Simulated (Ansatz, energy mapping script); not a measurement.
# LiNiSe2 in the alpha-NaFeO2 structure: J from the energies of magnetic orders, part 2 of 3

Aim: the exchange couplings of LiNiSe2 in the alpha-NaFeO2 structure from the energies of a few collinear orders, and the ordering temperature that they give.

PBEsol with U = 7.8 eV on Ni d, ortho-atomic projectors; plane waves, U on orthogonalised atomic orbitals unless named otherwise, collinear spin, no spin–orbit coupling.

So far. Step 4 (Parallel start in cell A (8 atoms)): The run ends ferromagnetic.

### Step 5. Run 2 (compensated +−; cell A, 8 atoms)

This order reverses 4 of the 6 neighbours at 3.60 Å, 4 of the 6 neighbours at 6.23 Å and 4 of the 6 neighbours at 6.44 Å, counted for an average magnetic atom.

The input, input.yaml:

```yaml
crystal:
  lattice:
    - [-1.798064091, 3.114338361, -8.704e-06]
    - [-5.394192273, -3.114338361, 8.704e-06]
    - [1.798064091, 1.038129838, 6.100697506]
  atoms:
    - { symbol: Li, position: [0.5, 0.5, 0.0] }
    - { symbol: Li, position: [0.0, 0.0, 0.0] }
    - { symbol: Ni, position: [0.5, 0.0, 0.5], spin: 2.0 }
    - { symbol: Ni, position: [0.0, 0.5, 0.5], spin: -2.0 }
    - { symbol: Se, position: [0.5, 0.743619626, 0.730858878] }
    - { symbol: Se, position: [0.0, 0.243619626, 0.730858878] }
    - { symbol: Se, position: [0.5, 0.256380374, 0.269141122] }
    - { symbol: Se, position: [0.0, 0.756380374, 0.269141122] }
magnetization:
  spin_polarized: true
kpoints:
  mp_grid: { grid: [10, 6, 6] }
hamiltonian:
  xc: pbesol
  hubbard:
    sites:
      - { species: Ni, l: d, u_eff: 7.8 }
      - { site: 2, l: d, u_eff: 7.8, starting_ns: [{ spin: up, occupation_matrix: ni2_major }, { spin: down, occupation_matrix: ni2_minor }] }
      - { site: 3, l: d, u_eff: 7.8, starting_ns: [{ spin: up, occupation_matrix: ni2_minor }, { spin: down, occupation_matrix: ni2_major }] }
    projectors: ortho-atomic
    occupation_matrices:
      ni2_major:
        matrix:
          - [0.995, 0.0, 0.0, 0.0, 0.0]
          - [0.0, 0.983, 0.0, 0.0, 0.009]
          - [0.0, 0.0, 0.983, 0.009, 0.0]
          - [0.0, 0.0, 0.009, 0.989, 0.0]
          - [0.0, 0.009, 0.0, 0.0, 0.989]
      ni2_minor:
        matrix:
          - [0.993, 0.0, 0.0, 0.0, 0.0]
          - [0.0, 0.531, 0.0, 0.0, 0.317]
          - [0.0, 0.0, 0.531, 0.317, 0.0]
          - [0.0, 0.0, 0.317, 0.775, 0.0]
          - [0.0, 0.317, 0.0, 0.0, 0.775]
scf:
  occupations: { method: fermi_dirac, width: 0.03 }
output:
  eigenvalues: true
  write_density: true
  write_potential: true
  elf: true
  volumetric_format: npy
```

Started as:

```
ansatz run input.yaml --threads 4 --pin off --max-ram 8192MiB --backend cpu --events-out ev --progress --plain --runs-dir out
```

Numbers of over 12 decimals in the logs are rounded to 6 here.

Log:

```text
[...]
Crystal: 8 atoms, lattice volume = 136.650 Å³
Basis set: ecut = 420 eV, 2645 PW (Γ)
Bands: 66, of which v1, the nominal top of the filled ones, is band 53 counted from 1 (52 counted from 0)
Symmetry: 2 space group operations
k-points: 184 of 360
[...]
Starting moments: Σ|m| = 4 μB on 2 of 8 sites
[...]
the translation (0.5, 0.5, 0) carries every atom to within crystal.symmetry.tolerance of an atom of its element with the starting moment reversed, but both spin channels are solved: the dense FFT box has an odd point count along it
SCF iter   1: F=—  HF=-33720.832590 eV  |F-HF|=—  |Δ(HF+E_count)|=         —  Δρ=1.60e-1 (↑1.60e-1 ↓1.60e-1)  dr2=7.70e1  dr2_m=1.12e1  M=0.000 μB ∫|m|=0.692 μB  β_m=0.30  ethr=3.10e-3  ⟨swp⟩=6.0  Hψ=84017  notcnv=0  defer=146
[...]
SCF iter  19: F=-33711.440355 eV  HF=-33711.440355 eV  |F-HF|=9.08e-8  |Δ(HF+E_count)|=   2.67e-7  Δρ=5.39e-6 (↑5.38e-6 ↓5.39e-6)  dr2=8.12e-8  dr2_m=3.79e-9  M=0.000 μB ∫|m|=3.312 μB  ethr=9.43e-11  ⟨swp⟩=3.8  Hψ=69184  notcnv=0
SCF 1 converged in 19 iterations: F = -33711.440355 eV  dr2 = 8.12e-8
[...]
SCF converged after 19 iterations
Magnetization: 0.0000 μB (53.0000 up, 53.0000 down)
Absolute magnetization: 3.3082 μB (∫|ρ↑−ρ↓|, with the PAW one-centre terms)
[...]
Per-site moments (μB) at R_I (Å): [(0.024908, 1.091895), (-0.024906, 1.091895), (1.376458, 1.034899), (-1.376459, 1.034899), (0.037828, 1.034899), (-0.037829, 1.034899), (0.037828, 1.034899), (-0.037829, 1.034899)]
Free energy (F): -33711.440355 eV
[...]
Internal energy: -33711.424190 eV  (E = F + TS)
E sigma→0 (E₀):  -33711.432272 eV
Entropy (-TS):   -0.016165 eV (-2.021 meV/atom)
Fermi energy:    9.103845 eV
[...]
--- Specified on-site occupations, and those of the state reported ---
  electrons in the specified blocks: 17.0880 specified, 17.0862 found
[...]
--- Band table (eV; the first three rows and the last of 368) ---
  k-point 0 ↑: bands = [... 49 lower, 9.1258, 9.4353, 9.4506, 9.6927, 9.7716, 11.4278, 11.4888, 12.3915, ... 9 higher]
  k-point 1 ↑: bands = [... 49 lower, 8.6236, 9.3962, 9.3976, 9.4912, 9.7043, 11.3678, 11.3731, 12.5781, ... 9 higher]
  k-point 2 ↑: bands = [... 49 lower, 7.6460, 9.1368, 9.3248, 9.3514, 9.5482, 11.2679, 11.2907, 12.9005, ... 9 higher]
  k-point 183 ↓: bands = [... 49 lower, 7.2922, 7.6964, 7.7681, 9.6205, 9.6437, 11.4569, 11.4880, 12.3274, ... 9 higher]
Occupation matrices written to <dir>
```

Run time: 97 s. Hardware: 4 threads of Arm Neoverse V2, shared host; peak memory 2.5 GiB.

Spin moment in the sphere by atom:

```csv
atom,spin moment in the sphere (μB)
Li1,0.02
Li2,-0.02
Ni3,1.38
Ni4,-1.38
Se5,0.04
Se6,-0.04
Se7,0.04
Se8,-0.04
```

The run ends antiferromagnetic, 71.71 meV a magnetic atom above the parallel order of its cell (energies taken at zero occupation width, not the printed F).

Spin density in the bc plane at fractional x = 0.000, with atoms of Li and Ni and Se within 0.2 Å of it.

Ten even steps from '0' (-3.9 e/Å³) to '9' (0.0 e/Å³), each cell a mean:
```
99999999999999999
99999999999999999
99999999999999999
99999999999999999
99999999999999999
99999999999999999
99999999999999999
99999998359999999
99999998039999999
99999999779999999
99999999999999999
99999999999999999
99999999999999999
99999999999999999
99999999999999999
99999999999999999
99999999999999999
```
Columns run along b (6.2 Å), rows up along c (6.4 Å). Atoms in or near the plane, at fractional coordinates: Li at (0.00, 0.00), Ni at (0.50, 0.50), Se at (0.24, 0.73), Se at (0.76, 0.27).

ELF in the bc plane at fractional x = 0.000, with atoms of Li and Ni and Se within 0.2 Å of it. It is the smooth field of the valence electrons, not physical close to the nuclei.

Values in units of 1e-1, 9 rows by 16 columns, each cell a mean:
```
5.1 1.7 3.7 6.3 7.2 7.4 6.8 4.6 1.7 0.7 0.7 0.7 0.7 0.4 1.0 5.7
2.0 6.0 7.8 7.1 6.1 7.3 7.9 6.5 2.5 0.7 0.6 0.9 1.1 1.0 0.6 0.5
4.4 7.3 7.0 3.2 3.0 6.8 7.6 4.5 1.8 1.4 1.4 1.5 1.3 0.8 0.5 1.0
3.6 6.3 7.1 6.9 7.0 6.0 2.8 2.0 3.7 3.1 2.0 1.5 1.0 0.6 0.5 1.1
1.6 2.0 2.6 2.7 2.3 1.8 2.9 5.0 5.8 3.2 2.0 3.0 4.0 4.3 3.8 2.5
2.3 0.6 0.4 0.7 1.3 1.6 2.1 2.8 2.1 2.7 6.1 7.3 6.4 6.8 7.4 5.9
2.0 0.6 0.8 1.2 1.4 1.4 1.2 1.3 3.5 7.1 7.6 4.1 2.2 5.6 7.6 6.1
0.8 0.4 0.6 1.0 0.8 0.6 0.5 1.1 4.6 7.5 8.0 7.5 7.6 7.9 6.5 2.6
8.4 5.0 0.2 0.8 1.3 1.5 1.3 1.1 2.2 4.5 5.9 6.0 5.3 3.4 1.1 5.7
```
Columns run along b (6.2 Å), rows up along c (6.4 Å). Atoms in or near the plane, at fractional coordinates: Li at (0.00, 0.00), Ni at (0.50, 0.50), Se at (0.24, 0.73), Se at (0.76, 0.27).

### Step 6. Order 3: parallel, cell B of 12 atoms

The parallel order again, as the reference for this cell.

The input, input.yaml:

```yaml
crystal:
  lattice:
    - [-5.394192273, -3.114338361, 8.704e-06]
    - [-5.394192273, 3.114338361, -8.704e-06]
    - [-1.798064091, -1.038129838, -6.100697506]
  atoms:
    - { symbol: Li, position: [0.666666667, 0.666666667, 0.0] }
    - { symbol: Li, position: [0.333333333, 0.333333333, 0.0] }
    - { symbol: Li, position: [0.0, 0.0, 0.0] }
    - { symbol: Ni, position: [0.166666667, 0.666666667, 0.5], spin: 2.0 }
    - { symbol: Ni, position: [0.833333333, 0.333333333, 0.5], spin: 2.0 }
    - { symbol: Ni, position: [0.5, 0.0, 0.5], spin: 2.0 }
    - { symbol: Se, position: [0.910286293, 0.666666667, 0.269141122] }
    - { symbol: Se, position: [0.576952959, 0.333333333, 0.269141122] }
    - { symbol: Se, position: [0.243619626, 0.0, 0.269141122] }
    - { symbol: Se, position: [0.423047041, 0.666666667, 0.730858878] }
    - { symbol: Se, position: [0.089713707, 0.333333333, 0.730858878] }
    - { symbol: Se, position: [0.756380374, 0.0, 0.730858878] }
magnetization:
  spin_polarized: true
kpoints:
  mp_grid: { grid: [7, 7, 6] }
hamiltonian:
  xc: pbesol
  hubbard:
    sites:
      - { species: Ni, l: d, u_eff: 7.8 }
      - { site: 3, l: d, u_eff: 7.8, starting_ns: [{ spin: up, occupation_matrix: ni2_major }, { spin: down, occupation_matrix: ni2_minor }] }
      - { site: 4, l: d, u_eff: 7.8, starting_ns: [{ spin: up, occupation_matrix: ni2_major }, { spin: down, occupation_matrix: ni2_minor }] }
      - { site: 5, l: d, u_eff: 7.8, starting_ns: [{ spin: up, occupation_matrix: ni2_major }, { spin: down, occupation_matrix: ni2_minor }] }
    projectors: ortho-atomic
    occupation_matrices:
      ni2_major:
        matrix:
          - [0.995, 0.0, 0.0, 0.0, 0.0]
          - [0.0, 0.983, 0.0, 0.0, 0.009]
          - [0.0, 0.0, 0.983, 0.009, 0.0]
          - [0.0, 0.0, 0.009, 0.989, 0.0]
          - [0.0, 0.009, 0.0, 0.0, 0.989]
      ni2_minor:
        matrix:
          - [0.993, 0.0, 0.0, 0.0, 0.0]
          - [0.0, 0.531, 0.0, 0.0, 0.317]
          - [0.0, 0.0, 0.531, 0.317, 0.0]
          - [0.0, 0.0, 0.317, 0.775, 0.0]
          - [0.0, 0.317, 0.0, 0.0, 0.775]
scf:
  occupations: { method: fermi_dirac, width: 0.03 }
output:
  eigenvalues: true
```

Log:

```text
[...]
Crystal: 12 atoms, lattice volume = 204.975 Å³
Basis set: ecut = 420 eV, 4025 PW (Γ)
Bands: 99, of which v1, the nominal top of the filled ones, is band 80 counted from 1 (79 counted from 0)
Symmetry: 6 space group operations
k-points: 148 of 294
[...]
Starting moments: Σ|m| = 6 μB on 3 of 12 sites
[...]
k-point 0 ↑: bands = [... 76 lower, 8.1833, 8.5108, 8.5108, 9.1765, 9.4994, 9.4996, 9.8522, 9.8524, ... 15 higher]
  k-point 1 ↑: bands = [... 76 lower, 8.3455, 8.3564, 8.3564, 8.6632, 9.4569, 9.4572, 9.8852, 9.8854, ... 15 higher]
  k-point 2 ↑: bands = [... 76 lower, 8.1834, 8.1834, 8.5106, 8.5106, 9.3878, 9.3880, 9.9355, 9.9357, ... 15 higher]
  k-point 147 ↓: bands = [... 76 lower, 8.1799, 8.2243, 10.6702, 10.7164, 10.7751, 11.0124, 11.0760, 11.3405, ... 15 higher]
Occupation matrices written to <dir>
[key lines of the parts left out:]
SCF converged after 16 iterations
Magnetization: 3.3833 μB (81.1917 up, 77.8083 down)
Free energy (F): -50567.363910 eV
Fermi energy:    9.085859 eV
```

Wall time 2.6 min (4 threads); peak memory 4.3 GiB.

The run ends ferromagnetic. For each magnetic atom its energy differs from the parallel run of the first cell by 2.74 meV, an error that one common reference would have brought in.

### Step 7. Run 4 (uncompensated ++−; cell B, 12 atoms)

This order reverses 4 of the 6 neighbours at 3.60 Å, 0 of the 6 neighbours at 6.23 Å and 2.67 of the 6 neighbours at 6.44 Å, counted for an average magnetic atom.

input.yaml, as its differences from that of step 6:

```diff
@@ -11,3 +11,3 @@
     - { symbol: Ni, position: [0.833333333, 0.333333333, 0.5], spin: 2.0 }
-    - { symbol: Ni, position: [0.5, 0.0, 0.5], spin: 2.0 }
+    - { symbol: Ni, position: [0.5, 0.0, 0.5], spin: -2.0 }
     - { symbol: Se, position: [0.910286293, 0.666666667, 0.269141122] }
@@ -29,3 +29,3 @@
       - { site: 4, l: d, u_eff: 7.8, starting_ns: [{ spin: up, occupation_matrix: ni2_major }, { spin: down, occupation_matrix: ni2_minor }] }
-      - { site: 5, l: d, u_eff: 7.8, starting_ns: [{ spin: up, occupation_matrix: ni2_major }, { spin: down, occupation_matrix: ni2_minor }] }
+      - { site: 5, l: d, u_eff: 7.8, starting_ns: [{ spin: up, occupation_matrix: ni2_minor }, { spin: down, occupation_matrix: ni2_major }] }
     projectors: ortho-atomic
```

Log:

```text
[...]
Crystal: 12 atoms, lattice volume = 204.975 Å³
Basis set: ecut = 420 eV, 4025 PW (Γ)
Bands: 99, of which v1, the nominal top of the filled ones, is band 80 counted from 1 (79 counted from 0)
Symmetry: 2 space group operations
k-points: 148 of 294
[...]
Starting moments: Σ|m| = 6 μB on 3 of 12 sites
[...]
k-point 0 ↑: bands = [... 76 lower, 8.4963, 9.1393, 9.2691, 9.3978, 9.4681, 9.4699, 11.0719, 11.3065, ... 15 higher]
  k-point 1 ↑: bands = [... 76 lower, 8.3427, 8.6342, 9.3114, 9.3536, 9.4485, 9.4570, 11.1017, 11.2789, ... 15 higher]
  k-point 2 ↑: bands = [... 76 lower, 8.2598, 8.4185, 9.3287, 9.3362, 9.4206, 9.4273, 11.1441, 11.2604, ... 15 higher]
  k-point 147 ↓: bands = [... 76 lower, 8.0367, 8.0856, 8.5165, 9.1652, 10.7291, 10.7699, 10.9897, 11.2314, ... 15 higher]
Occupation matrices written to <dir>
[key lines of the parts left out:]
SCF converged after 24 iterations
Magnetization: 0.9142 μB (79.9571 up, 79.0429 down)
Free energy (F): -50567.094332 eV
Fermi energy:    9.038226 eV
```

It took 3.8 min on 4 threads; peak memory 4.3 GiB.

The run ends ferrimagnetic, 90.56 meV a magnetic atom above the parallel order of its cell (energies taken at zero occupation width, not the printed F).

### Step 8. Run 5 (parallel; cell C, 8 atoms)

The parallel order again, as the reference for this cell.

The input, input.yaml:

```yaml
crystal:
  lattice:
    - [-3.596128182, 0.0, 0.0]
    - [0.0, 6.228676722, -1.7408e-05]
    - [1.798064091, -1.038129838, -6.100697506]
  atoms:
    - { symbol: Li, position: [0.0, 0.0, 0.0] }
    - { symbol: Li, position: [0.5, 0.5, 0.0] }
    - { symbol: Ni, position: [0.25, 0.75, 0.5], spin: 2.0 }
    - { symbol: Ni, position: [0.75, 0.25, 0.5], spin: 2.0 }
    - { symbol: Se, position: [0.634570561, 0.878190187, 0.269141122] }
    - { symbol: Se, position: [0.134570561, 0.378190187, 0.269141122] }
    - { symbol: Se, position: [0.865429439, 0.621809813, 0.730858878] }
    - { symbol: Se, position: [0.365429439, 0.121809813, 0.730858878] }
magnetization:
  spin_polarized: true
kpoints:
  mp_grid: { grid: [11, 6, 11] }
hamiltonian:
  xc: pbesol
  hubbard:
    sites:
      - { species: Ni, l: d, u_eff: 7.8 }
      - { site: 2, l: d, u_eff: 7.8, starting_ns: [{ spin: up, occupation_matrix: ni2_major }, { spin: down, occupation_matrix: ni2_minor }] }
      - { site: 3, l: d, u_eff: 7.8, starting_ns: [{ spin: up, occupation_matrix: ni2_major }, { spin: down, occupation_matrix: ni2_minor }] }
    projectors: ortho-atomic
    occupation_matrices:
      ni2_major:
        matrix:
          - [0.995, 0.0, 0.0, 0.0, 0.0]
          - [0.0, 0.983, 0.0, 0.0, 0.009]
          - [0.0, 0.0, 0.983, 0.009, 0.0]
          - [0.0, 0.0, 0.009, 0.989, 0.0]
          - [0.0, 0.009, 0.0, 0.0, 0.989]
      ni2_minor:
        matrix:
          - [0.993, 0.0, 0.0, 0.0, 0.0]
          - [0.0, 0.531, 0.0, 0.0, 0.317]
          - [0.0, 0.0, 0.531, 0.317, 0.0]
          - [0.0, 0.0, 0.317, 0.775, 0.0]
          - [0.0, 0.317, 0.0, 0.0, 0.775]
scf:
  occupations: { method: fermi_dirac, width: 0.03 }
output:
  eigenvalues: true
```

Log:

```text
[...]
Crystal: 8 atoms, lattice volume = 136.650 Å³
Basis set: ecut = 420 eV, 2659 PW (Γ)
Bands: 66, of which v1, the nominal top of the filled ones, is band 53 counted from 1 (52 counted from 0)
Symmetry: 8 space group operations
[...]
k-points: 204 of 726
[...]
Starting moments: Σ|m| = 4 μB on 2 of 8 sites
[...]
k-point 0 ↑: bands = [... 49 lower, 7.7482, 9.0166, 9.1783, 9.5019, 9.5028, 9.8544, 9.8554, 12.9338, ... 9 higher]
  k-point 1 ↑: bands = [... 49 lower, 7.9257, 9.0118, 9.0797, 9.4876, 9.4885, 9.8657, 9.8667, 12.8914, ... 9 higher]
  k-point 2 ↑: bands = [... 49 lower, 8.3322, 8.5802, 9.2372, 9.4529, 9.4538, 9.8923, 9.8933, 12.7713, ... 9 higher]
  k-point 203 ↓: bands = [... 49 lower, 7.6093, 7.6864, 7.6892, 10.9916, 11.1098, 11.1436, 11.2773, 12.8614, ... 9 higher]
Occupation matrices written to <dir>
[key lines of the parts left out:]
SCF converged after 17 iterations
Magnetization: 2.2304 μB (54.1152 up, 51.8848 down)
Free energy (F): -33711.580326 eV
Fermi energy:    9.099983 eV
```

It took 96 s on 4 threads; peak memory 2.8 GiB.

The run ends ferromagnetic. For each magnetic atom its energy differs from the parallel run of the first cell by 0.13 meV, an error that one common reference would have brought in.

### Step 9. Run 6 (compensated +−; cell C, 8 atoms)

This order reverses 4 of the 6 neighbours at 3.60 Å, 4 of the 6 neighbours at 6.23 Å and 2 of the 6 neighbours at 6.44 Å, counted for an average magnetic atom.

input.yaml, as its differences from that of step 8:

```diff
@@ -9,3 +9,3 @@
     - { symbol: Ni, position: [0.25, 0.75, 0.5], spin: 2.0 }
-    - { symbol: Ni, position: [0.75, 0.25, 0.5], spin: 2.0 }
+    - { symbol: Ni, position: [0.75, 0.25, 0.5], spin: -2.0 }
     - { symbol: Se, position: [0.634570561, 0.878190187, 0.269141122] }
@@ -24,3 +24,3 @@
       - { site: 2, l: d, u_eff: 7.8, starting_ns: [{ spin: up, occupation_matrix: ni2_major }, { spin: down, occupation_matrix: ni2_minor }] }
-      - { site: 3, l: d, u_eff: 7.8, starting_ns: [{ spin: up, occupation_matrix: ni2_major }, { spin: down, occupation_matrix: ni2_minor }] }
+      - { site: 3, l: d, u_eff: 7.8, starting_ns: [{ spin: up, occupation_matrix: ni2_minor }, { spin: down, occupation_matrix: ni2_major }] }
     projectors: ortho-atomic
```

Log:

```text
[...]
Crystal: 8 atoms, lattice volume = 136.650 Å³
Basis set: ecut = 420 eV, 2659 PW (Γ)
Bands: 66, of which v1, the nominal top of the filled ones, is band 53 counted from 1 (52 counted from 0)
Symmetry: 4 space group operations
[...]
k-points: 204 of 726
[...]
Starting moments: Σ|m| = 4 μB on 2 of 8 sites
[...]
k-point 0 ↑: bands = [... 49 lower, 8.9744, 9.1294, 9.3975, 9.4241, 9.4468, 11.2261, 11.2473, 13.0344, ... 9 higher]
  k-point 1 ↑: bands = [... 49 lower, 8.9667, 9.0165, 9.3956, 9.4369, 9.4505, 11.2365, 11.2602, 12.9934, ... 9 higher]
  k-point 2 ↑: bands = [... 49 lower, 8.5442, 9.1413, 9.3709, 9.4121, 9.5384, 11.2687, 11.2967, 12.8750, ... 9 higher]
  k-point 203 ↓: bands = [... 49 lower, 7.3865, 7.5458, 7.7192, 8.9232, 9.3061, 11.1092, 11.2065, 12.7472, ... 9 higher]
Occupation matrices written to <dir>
[key lines of the parts left out:]
SCF converged after 17 iterations
Magnetization: 0.0000 μB (53.0000 up, 53.0000 down)
Free energy (F): -33711.403148 eV
Fermi energy:    9.026848 eV
```

Wall time 100 s (4 threads); peak memory 2.8 GiB.

The run ends antiferromagnetic, 89.66 meV a magnetic atom above the parallel order of its cell (energies taken at zero occupation width, not the printed F).

(Continued in part 3 of 3.)

[Logs and program files are shortened in this print: banners, set-up blocks, solver, clock and traceback lines can be left out without a mark of their own.]

[Logs are printed without paths, hosts, clocks, repeated set-up lines and the standing remarks that a program may print on its own settings, such as how far it seeks lower states.]

[Hosts, paths, dates, database ids (printed as entryN), source tags and the programs' standing remarks are cut or masked in the printed files.]

[Where a cell is said to come from a database of computed structures, the database is the Materials Project.]
